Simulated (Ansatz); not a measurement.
## 1T-PtSe2 bilayer (AB) in a perpendicular field

Wanted: the out-of-plane response of the 1T-PtSe2 bilayer (AB). A positive field points along +c.

Program: Ansatz 0.2.0. Level of theory: plane-wave DFT, PBE-D3(BJ), Ansatz PAW (set soft_1); PAW set soft_1, in the first sound run; inputs show where later runs differ. Results are calculated unless marked as measured.

### 1. The structure

The cell holds 6 atoms: 4 Se and 2 Pt. Its edges and angles: a = 3.750 Å, b = 3.750 Å, c = 46.235 Å, α = 90.0°, β = 90.0°, γ = 120.0°. Regions: layer 1: 1T-PtSe2, 3 atoms (2 Se and 1 Pt); layer 2: 1T-PtSe2, 3 atoms (2 Se and 1 Pt). Vacuum lies along c.

### 2. Relaxing the slab

The starting cell is a guess, so the in-plane lattice and the atoms are relaxed first, with the slab cut off from its images along the normal.

Input file input.yaml:

```yaml
crystal:
  lattice:
    - [3.75, 0.0, 0.0]
    - [-1.875, 3.2475952642, 0.0]
    - [0.0, 0.0, 46.23543559]
  atoms:
    - { symbol: Se, position: [0.6666666667, 0.3333333333, 0.4174287482] }
    - { symbol: Pt, position: [0.0, 0.0, 0.4419523389] }
    - { symbol: Se, position: [0.3333333333, 0.6666666667, 0.4664759295] }
    - { symbol: Se, position: [0.0, 0.0, 0.5335240705] }
    - { symbol: Pt, position: [0.3333333333, 0.6666666667, 0.5580476611] }
    - { symbol: Se, position: [0.6666666667, 0.3333333333, 0.5825712518] }
  periodic: [true, true, false]
kpoints:
  mp_grid: { grid: [12, 12, 1] }
hamiltonian:
  xc: pbe
  dispersion: d3bj
  pseudopotentials: { kind: paw, azcp: { folder: soft_1 } }
scf:
  occupations: { method: fermi_dirac, width: 0.05 }
  convergence: { dr2_threshold: 1.0e-09 }
relax:
  f_tol: 0.004
  max_steps: 90
  cell: {}
output:
  write_potential: true
  write_density: true
  volumetric_format: npy
```

Launch:

```bash
ansatz run input.yaml --threads 4 --pin off --max-ram 6144MiB --backend cpu --events-out ev --progress --plain --runs-dir out
```

Numbers of over 12 decimals in the logs are rounded to 6 here.

The program printed:

```text
Warning: relax.cell: scf.convergence.dr2_threshold = 1e-9 eV is looser than the 1.92920717431e-10 eV advised for a relaxation that steers and ends on the stress (1e-10 eV for each atom of the cell: 6, times the square of relax.cell.stress_2d_tol = 0.05 N/m over 17.6 Å (the atoms' height at the walk's start and 5 Å past either face), 2.835e-2 GPa, over a crystal's default 0.05). What an SCF threshold leaves in a stress goes as its square root, and in the free energy as the threshold itself, and one threshold admits the most on a small cell: [figures from the program's tests cut] Set scf.convergence.dr2_threshold to 1.92920717431e-10 eV or tighter. [rest of the remark cut]
Engine: ansatz 0.2.0, aarch64-unknown-linux-gnu
Pseudopotentials: kind: paw
Pseudopotential: Se, paw, valence charge 16, recommended cutoff 420 eV (normal), soft_1/Se.paw.azcp
Pseudopotential: Pt, paw, valence charge 18, recommended cutoff 420 eV (normal), soft_1/Pt.paw.azcp
Functional definition: PBE
  parameter kappa = 0.804
  parameter beta = 0.066725
  exchange = pbe_x(kappa = kappa, mu = beta*pi^2/3)
  correlation = pbe_c(beta = beta)
Crystal: 6 atoms, lattice volume = 563.077 Å³
Basis set: ecut = 420 eV, 11087 PW (Γ), exchange–correlation on 54×54×640 points (8 copies of the dense FFT grid, shifted against one another)
Bands: 60, of which v1, the nominal top of the filled ones, is band 50 counted from 1 (49 counted from 0)
Symmetry: 12 space group operations
Space group: P-3m1 (ITA 164), of the structure as read, at distance tolerance 8.3e-5 Å
k-points: 19 of 144
Non-local potential: Se, projectors of the file, l = 0: 2, l = 1: 2, l = 2: 3, l = 3: 1
Non-local potential: Pt, projectors of the file, l = 0: 3, l = 1: 2, l = 2: 2, l = 3: 1
PAW form: soft (Blöchl's): semilocal exchange-correlation on the pseudo side does not see the compensation charge
PAW one-centre angular grid: Se, 590 points (default); XC on 64 Gauss nodes
PAW one-centre angular grid: Pt, 590 points (default); XC on 64 Gauss nodes
Initial density: superposition of atomic densities (neutral atoms: chi_scale 0, normalization atom)
Initial wavefunctions: pseudopotential atomic-orbital guess
Functional: x = pbe(κ = 0.804, μ = 0.219515), c = pbe(β = 0.066725)
SCF iter   1: F=—  HF=-46931.184445 eV  |F-HF|=—  |Δ(HF+E_count)|=         —  Δρ=3.74e-2  dr2=8.67e0  ethr=3.10e-3  ⟨swp⟩=14.1  Hψ=6377  notcnv=0  defer=9
preconditioner: auto → Resta (q_TF=auto, 2.045 Å⁻¹)  ε∞=2.1  [insulator: Δε(μ)=1.175 eV  Ē_g=9.910 eV  σ=0.050 eV  W_gap=1.00  n_scr=84 (ndim 8)  ℏωp=10.4 eV  f_vac=0.757  D(μ)=0.00/eV (n_scr^D=0)  ε∞_Penn≈2.1  vacuum switching on, ρ_ref=7.1e-3 e/Å³]
SCF iter   2: F=—  HF=-46930.448884 eV  |F-HF|=—  |Δ(HF+E_count)|=   7.36e-1  Δρ=2.09e-2  dr2=4.33e0  ethr=3.10e-3  ⟨swp⟩=4.4  Hψ=2986  notcnv=0  defer=72
preconditioner: auto → LDOS  [insulator: Δε(μ)=0.292 eV  Ē_g=10.379 eV  σ=0.050 eV  W_gap=0.89  n_scr=84 (ndim 8)  ℏωp=10.4 eV  f_vac=0.759  D(μ)=0.23/eV (n_scr^D=2)  ε∞_Penn≈2.0  β→1.0]
SCF iter   3: F=—  HF=-46929.576798 eV  |F-HF|=—  |Δ(HF+E_count)|=   8.72e-1  Δρ=5.40e-3  dr2=1.12e-1  ethr=3.10e-3  ⟨swp⟩=3.2  Hψ=2256  notcnv=0  defer=58
SCF iter   4: F=—  HF=-46929.563777 eV  |F-HF|=—  |Δ(HF+E_count)|=   1.30e-2  Δρ=1.34e-3  dr2=5.74e-2  ethr=1.12e-4  ⟨swp⟩=4.4  Hψ=2761  notcnv=0  defer=65
SCF iter   5: F=—  HF=-46929.556359 eV  |F-HF|=—  |Δ(HF+E_count)|=   7.42e-3  Δρ=6.30e-4  dr2=1.95e-2  ethr=5.74e-5  ⟨swp⟩=3.3  Hψ=1868  notcnv=0  defer=65
SCF iter   6: F=—  HF=-46929.554341 eV  |F-HF|=—  |Δ(HF+E_count)|=   2.02e-3  Δρ=2.45e-4  dr2=6.00e-4  ethr=1.95e-5  ⟨swp⟩=2.4  Hψ=1510  notcnv=0  defer=65
SCF iter   7: F=—  HF=-46929.554301 eV  |F-HF|=—  |Δ(HF+E_count)|=   3.98e-5  Δρ=6.09e-5  dr2=1.27e-4  ethr=6.00e-7  ⟨swp⟩=3.5  Hψ=2282  notcnv=0  defer=65
SCF iter   8: F=—  HF=-46929.554282 eV  |F-HF|=—  |Δ(HF+E_count)|=   1.89e-5  Δρ=1.96e-5  dr2=6.91e-6  ethr=1.27e-7  ⟨swp⟩=3.0  Hψ=1782  notcnv=0  defer=65
SCF iter   9: F=—  HF=-46929.554386 eV  |F-HF|=—  |Δ(HF+E_count)|=   1.04e-4  Δρ=5.01e-6  dr2=4.16e-7  ethr=6.91e-9  ⟨swp⟩=3.2  Hψ=2078  notcnv=0  defer=65
SCF iter  10: F=—  HF=-46929.554386 eV  |F-HF|=—  |Δ(HF+E_count)|=   2.80e-8  Δρ=1.16e-6  dr2=1.06e-8  ethr=4.16e-10  ⟨swp⟩=3.6  Hψ=2249  notcnv=0  defer=65
SCF iter  11: F=—  HF=-46929.554386 eV  |F-HF|=—  |Δ(HF+E_count)|=  2.04e-10  Δρ=3.80e-7  dr2=1.32e-9  ethr=1.06e-11  ⟨swp⟩=3.5  Hψ=2496  notcnv=0  defer=65
SCF iter  12: F=-46929.554386 eV  HF=-46929.554386 eV  |F-HF|=2.00e-9  |Δ(HF+E_count)|=  9.68e-10  Δρ=9.39e-8  dr2=6.30e-11  ethr=1.00e-12  ⟨swp⟩=11.6  Hψ=8034  notcnv=0
SCF 1 converged in 12 iterations: F = -46929.554386 eV  dr2 = 6.30e-11
  greatest PAW one-centre occupation: 1.000 electrons in one spin orbital (limit 2), on the Pt atom at site 4 (counted from 0), in its partial waves of l = 0
relax step   1: F+E_penalty+E_count = -46929.55438636 eV  Δ(F+E_penalty+E_count) = +0.000e0 eV  max|allowed force component| = 2.128e0 eV/Å  Δτ_max = 0.0000 Å  P = +10.723 N/m  Ω = 563.077 Å³  fix = [c, alpha, beta]  reactions: c +0.000 N/m  (12 SCF iters, accepted)
Crystal: 6 atoms, lattice volume = 565.300 Å³
Initial density: handed on by an earlier stage of this run
Initial wavefunctions: those handed on with the density
iter 1 solved again at ethr=1.29e-4 eV; its pass at ethr=3.10e-3 eV (dr2=1.29e-1 eV) is discarded
SCF iter   1: F=—  HF=-46930.210868 eV  |F-HF|=—  |Δ(HF+E_count)|=         —  Δρ=6.20e-3  dr2=1.31e-1  ethr=1.29e-4  ⟨swp⟩=4.4  Hψ=6386  notcnv=0
preconditioner: auto → LDOS  [insulator: Δε(μ)=0.460 eV  Ē_g=9.385 eV  σ=0.050 eV  W_gap=0.98  n_scr=84 (ndim 8)  ℏωp=10.4 eV  f_vac=0.752  D(μ)=0.06/eV (n_scr^D=2)  ε∞_Penn≈2.2  β→1.0]
SCF iter   2: F=—  HF=-46930.248471 eV  |F-HF|=—  |Δ(HF+E_count)|=   3.76e-2  Δρ=4.32e-3  dr2=2.82e-1  ethr=1.29e-4  ⟨swp⟩=5.0  Hψ=3015  notcnv=0  defer=8
preconditioner: auto → Resta (q_TF=auto, 2.044 Å⁻¹)  ε∞=2.2  [insulator: Δε(μ)=0.588 eV  Ē_g=9.282 eV  σ=0.050 eV  W_gap=0.99  n_scr=84 (ndim 8)  ℏωp=10.4 eV  f_vac=0.753  D(μ)=0.02/eV (n_scr^D=0)  ε∞_Penn≈2.2  vacuum switching on, ρ_ref=6.2e-3 e/Å³  β→0.5]
SCF iter   3: F=—  HF=-46930.191721 eV  |F-HF|=—  |Δ(HF+E_count)|=   5.67e-2  Δρ=1.69e-3  dr2=1.95e-2  ethr=1.29e-4  ⟨swp⟩=4.8  Hψ=2768  notcnv=0  defer=52
SCF iter   4: F=—  HF=-46930.190783 eV  |F-HF|=—  |Δ(HF+E_count)|=   9.39e-4  Δρ=6.02e-4  dr2=7.41e-3  ethr=1.95e-5  ⟨swp⟩=2.5  Hψ=1580  notcnv=0  defer=53
SCF iter   5: F=—  HF=-46930.190837 eV  |F-HF|=—  |Δ(HF+E_count)|=   5.45e-5  Δρ=4.01e-4  dr2=4.24e-3  ethr=7.41e-6  ⟨swp⟩=2.8  Hψ=1523  notcnv=0  defer=53
[...]
SCF iter   8: F=—  HF=-46930.232168 eV  |F-HF|=—  |Δ(HF+E_count)|=   9.73e-7  Δρ=1.39e-5  dr2=8.25e-6  ethr=2.26e-8  ⟨swp⟩=2.9  Hψ=1721  notcnv=0  defer=45
SCF iter   9: F=—  HF=-46930.232275 eV  |F-HF|=—  |Δ(HF+E_count)|=   1.07e-4  Δρ=2.57e-6  dr2=5.95e-8  ethr=8.25e-9  ⟨swp⟩=2.1  Hψ=1538  notcnv=0  defer=49
SCF iter  10: F=—  HF=-46930.232275 eV  |F-HF|=—  |Δ(HF+E_count)|=   9.12e-9  Δρ=6.22e-7  dr2=4.53e-9  ethr=5.95e-11  ⟨swp⟩=3.9  Hψ=2545  notcnv=0  defer=49
SCF iter  11: F=-46930.232275 eV  HF=-46930.232275 eV  |F-HF|=5.53e-10  |Δ(HF+E_count)|=   4.15e-9  Δρ=2.23e-7  dr2=2.65e-10  ethr=1.00e-12  ⟨swp⟩=12.1  Hψ=8569  notcnv=0
SCF 3 converged in 11 iterations: F = -46930.232275 eV  dr2 = 2.65e-10
relax step   3: F+E_penalty+E_count = -46930.23227472 eV  Δ(F+E_penalty+E_count) = -4.157e-2 eV  max|allowed force component| = 1.054e-1 eV/Å  Δτ_max = 0.1945 Å  P = -1.839 N/m  Ω = 557.865 Å³  energy of the carried Pulay correction = +3.641e-4 eV  fix = [c, alpha, beta]  reactions: c -0.000 N/m  (11 SCF iters, accepted)
[...]
relax step   4: F+E_penalty+E_count = -46930.24643876 eV  Δ(F+E_penalty+E_count) = -1.416e-2 eV  max|allowed force component| = 1.115e-1 eV/Å  Δτ_max = 0.0799 Å  P = +0.204 N/m  Ω = 552.487 Å³  energy of the carried Pulay correction = +7.435e-4 eV  fix = [c, alpha, beta]  reactions: c +0.000 N/m  (11 SCF iters, accepted)
[...]
relax step   5: F+E_penalty+E_count = -46930.24906094 eV  Δ(F+E_penalty+E_count) = -2.622e-3 eV  max|allowed force component| = 1.986e-3 eV/Å  Δτ_max = 0.0182 Å  P = +0.034 N/m  Ω = 550.331 Å³  energy of the carried Pulay correction = +8.965e-4 eV  fix = [c, alpha, beta]  reactions: c +0.000 N/m  (9 SCF iters, accepted)
[...]
relax step   6: F+E_penalty+E_count = -46930.24906680 eV  Δ(F+E_penalty+E_count) = -5.861e-6 eV  max|allowed force component| = 1.232e-3 eV/Å  Δτ_max = 0.0046 Å  P = +0.018 N/m  Ω = 550.527 Å³  energy of the carried Pulay correction = +8.826e-4 eV  fix = [c, alpha, beta]  reactions: c +0.000 N/m  (9 SCF iters, accepted)
Basis set: ecut = 420 eV, 10847 PW (Γ), exchange–correlation on 50×50×640 points (8 copies of the dense FFT grid, shifted against one another)
Initial wavefunctions: pseudopotential atomic-orbital guess (no wavefunctions were taken with the density)
iter 1 solved again at ethr=6.37e-7 eV; its pass at ethr=3.10e-3 eV (dr2=6.37e-4 eV) is discarded
SCF iter   1: F=—  HF=-46930.248213 eV  |F-HF|=—  |Δ(HF+E_count)|=         —  Δρ=2.28e-5  dr2=5.04e-7  ethr=6.37e-7  ⟨swp⟩=6.3  Hψ=10903  notcnv=0
eigensolver tolerance schedule: the retry pair's looser diagonalisation over-reported the residual by 1263.31 of it (diagonalisation noise at 0.35 of the residual, at the tolerance the schedule requests for it); recorded, not acted on — ethr = c·dr2/N_el stays at c = 1.0e-1
preconditioner: auto → Resta (q_TF=auto, 2.053 Å⁻¹)  ε∞=2.2  [insulator: Δε(μ)=0.660 eV  Ē_g=9.521 eV  σ=0.050 eV  W_gap=1.00  n_scr=84 (ndim 8)  ℏωp=10.5 eV  f_vac=0.748  D(μ)=0.01/eV (n_scr^D=0)  ε∞_Penn≈2.2  vacuum switching on, ρ_ref=6.6e-3 e/Å³]
SCF iter   2: F=—  HF=-46930.248318 eV  |F-HF|=—  |Δ(HF+E_count)|=   1.06e-4  Δρ=1.12e-5  dr2=1.24e-7  ethr=5.04e-10  ⟨swp⟩=4.9  Hψ=3535  notcnv=0
SCF iter   3: F=—  HF=-46930.248319 eV  |F-HF|=—  |Δ(HF+E_count)|=   1.52e-7  Δρ=3.30e-6  dr2=5.33e-7  ethr=1.24e-10  ⟨swp⟩=3.0  Hψ=2454  notcnv=0  recentre
SCF iter   4: F=—  HF=-46930.248319 eV  |F-HF|=—  |Δ(HF+E_count)|=   4.02e-8  Δρ=1.47e-6  dr2=8.21e-9  ethr=1.24e-10  ⟨swp⟩=3.0  Hψ=1662  notcnv=0
SCF iter   5: F=-46930.248319 eV  HF=-46930.248319 eV  |F-HF|=9.17e-10  |Δ(HF+E_count)|=  3.93e-10  Δρ=4.22e-7  dr2=6.80e-10  ethr=1.00e-12  ⟨swp⟩=15.7  Hψ=10088  notcnv=0
SCF 7 converged in 5 iterations: F = -46930.248319 eV  dr2 = 6.80e-10
relax step   7: F+E_penalty+E_count = -46930.24831854 eV  Δ(F+E_penalty+E_count) = +7.483e-4 eV  max|allowed force component| = 1.456e-3 eV/Å  Δτ_max = 0.0000 Å  P = +0.011 N/m  Ω = 550.527 Å³  fix = [c, alpha, beta]  reactions: c +0.000 N/m  stress off target by 1.08e-2 N/m on what of the cell is left free  SCF on the basis re-selected at this cell (its energy is not comparable with the rows above)  (5 SCF iters)
basis re-selected at this cell: Δ(F+E_penalty+E_count) = +7.483e-4 eV, ΔP = -0.007 N/m vs the last step (what re-selecting the basis moved, of the pressure what is left beyond the Pulay correction that the steps carried, after the strain that the cell walked since its last selection, with what the two solves' SCF thresholds leave and, on support functions, any second-order correction that the steps lacked; it is no measure of the basis error at this ecutwfc). The dense FFT grid was sized anew with the basis: this SCF ran on 25×25×320 points, the steps before it on 27×27×320, so part of this shift can come from that change (see relax.cell in the input reference). [rest of the remark cut]
SCF converged after 5 iterations
Free energy (F): -46930.248319 eV
Harris-Foulkes:  -46930.248319 eV  (|F-HF|=9.17e-10)
Internal energy: -46930.248160 eV  (E = F + TS)
E sigma→0 (E₀):  -46930.248239 eV
Entropy (-TS):   -0.000158 eV (-0.026 meV/atom)
Fermi energy:    -4.816918 eV
--- Per-component energies (eV) ---
  E_band       = -3696.686019
  E_kinetic    = 1633.743168
  E_local      = -630346.854445  (includes V_loc(G=0)·N_el)
  E_nonlocal   = -1008.880458
  E_hartree    = 314159.619920
  E_xc         = -804.755814
  E_vxc        = -903.872789  (∫ρ·V_xc dr)
  E_paw        = -27488.943576  (= ΣΔE_a)
  E_vpaw       = -1390.056141  (= ΣTr[D̂ρ^β])
  E_aug_tail   = 0.000771  (compensation charges beyond the density's cutoff)
  E_ewald      = 296928.001552
  E_disp       = -2.179279  (pairwise vdW)
  E_smearing   = -0.000158  (= −TS)
  E_closure    = 0.000000  (closes the sum)
  Σ components = -46930.248319   (vs F -46930.248319, Δ=0.00e0)
--- Forces (eV/Å), atoms counted from 1 ---
  atom   1  Se     0.00000000    -0.00000000    -0.00145557
  atom   2  Pt    -0.00000000     0.00000000     0.00014965
  atom   3  Se    -0.00000000     0.00000000     0.00091624
  atom   4  Se     0.00000000    -0.00000000    -0.00091624
  atom   5  Pt     0.00000000    -0.00000000    -0.00014965
  atom   6  Se     0.00000000     0.00000000     0.00145557
  max |Σ_I F_I| component: 2.31e-18 eV/Å
--- 2D stress c σ (N/m, compression-positive) ---
        0.010823      -0.000000       0.000000
        0.000000       0.010823       0.000000
        0.000000       0.000000       0.000000
  P = ½ c Tr σ = 0.0108 N/m
--- Band table (eV; the first three rows and the last of 19) ---
  k-point 0: bands = [... 46 lower, -5.7626, -5.6228, -5.6228, -5.5047, -2.7905, -2.7905, -2.6625, -2.6625, ... 6 higher]
  k-point 1: bands = [... 46 lower, -5.7627, -5.7331, -5.6139, -5.2168, -3.2979, -3.1298, -2.9206, -2.7583, ... 6 higher]
  k-point 2: bands = [... 46 lower, -5.8660, -5.8402, -5.6756, -5.2336, -4.0891, -3.7937, -3.1506, -2.9383, ... 6 higher]
  k-point 18: bands = [... 46 lower, -6.7150, -6.6119, -6.6119, -6.6115, -4.2759, -3.9156, -3.9156, -3.5476, ... 6 higher]
  the weakly bound empty levels are not read free of the cell's end (no_gap_told)
--- Relaxed structure (6 steps of the walk, 6 accepted, 1 SCFs on fresh bases) ---
  F+E_penalty+E_count = -46930.24831854 eV   max|allowed force component| = 1.456e-3 eV/Å   (the final SCF, on the basis selected at the relaxed cell)
  cell:  # Å, volume = 550.5271 Å³
    - [3.707973, 0, 0]
    - [-1.853986, 3.211199, 0]
    - [0, 0, 46.23543559]
  atoms:
    - { symbol: Se, position: [0.666667, 0.333333, 0.411151] }
    - { symbol: Pt, position: [-9.573226508794052e-19, 0, 0.439854] }
    - { symbol: Se, position: [0.333333, 0.666667, 0.468383] }
    - { symbol: Se, position: [-8.701015689629442e-19, 0, 0.531617] }
    - { symbol: Pt, position: [0.333333, 0.666667, 0.560146] }
    - { symbol: Se, position: [0.666667, 0.333333, 0.588849] }
```

Wall time 76 s (4 threads of Arm Neoverse V1, shared host); peak memory 1.3 GiB.

The steps of the relaxation:

| step | energy less that of the first step (eV) | largest force component (eV/Å) | volume (Å³) |
| --- | --- | --- | --- |
| 1 | 0.0000 | 2.1282 | 563.08 |
| 2 | -0.6363 | 0.4430 | 565.30 |
| 3 | -0.6779 | 0.1054 | 557.87 |
| 4 | -0.6921 | 0.1115 | 552.49 |
| 5 | -0.6947 | 0.0020 | 550.33 |
| 6 | -0.6947 | 0.0012 | 550.53 |
| 7* | -0.6939 | 0.0015 | 550.53 |

Relaxation steps marked * repeat the geometry before them on a plane-wave basis chosen anew for their cell, so energy and pressure can jump there.

Forces are held to the 12 operations that the run works with; a distortion that breaks them can't arise in this run.

| cell as run | before | after | change |
| --- | --- | --- | --- |
| a (Å) | 3.750 | 3.708 | -1.1 % |
| b (Å) | 3.750 | 3.708 | -1.1 % |

The atoms that moved most (Å, along periodic axes as changes of fractional coordinates times the final cell, across vacuum about the mean position):

| atom | dx | dy | dz | length |
| --- | --- | --- | --- | --- |
| Se1 | 0.000 | 0.000 | -0.290 | 0.290 |
| Se6 | 0.000 | 0.000 | 0.290 | 0.290 |
| Pt2 | 0.000 | 0.000 | -0.097 | 0.097 |
| Pt5 | 0.000 | 0.000 | 0.097 | 0.097 |
| Se3 | 0.000 | 0.000 | 0.088 | 0.088 |
| Se4 | 0.000 | 0.000 | -0.088 | 0.088 |

The relaxed structure:

```xyz
6
Lattice="3.7080 0.0000 0.0000 -1.8540 3.2112 0.0000 0.0000 0.0000 46.2354" Properties=species:S:1:pos:R:3
Se    1.8540    1.0704   19.0098
Pt    0.0000    0.0000   20.3369
Se    0.0000    2.1408   21.6559
Se    0.0000    0.0000   24.5795
Pt    0.0000    2.1408   25.8986
Se    1.8540    1.0704   27.2257
```

This step gave:

- energy at zero smearing: -46930.2482 eV

The lattice constant a goes from 3.750 to 3.708 Å.

[end of part 1 of 3]

[Logs are printed without paths, hosts, clocks, repeated set-up lines and the standing remarks that a program may print on its own settings, such as how far it seeks lower states.]

[Hosts, paths, dates, database ids (printed as entryN), source tags and the programs' standing remarks are cut or masked in the printed files.]

[Maps of the electrostatic potential energy from Ansatz leave out the sawtooth potential of an applied field or a dipole correction, so their vacuum need not be flat; planar profiles and work functions include it.]
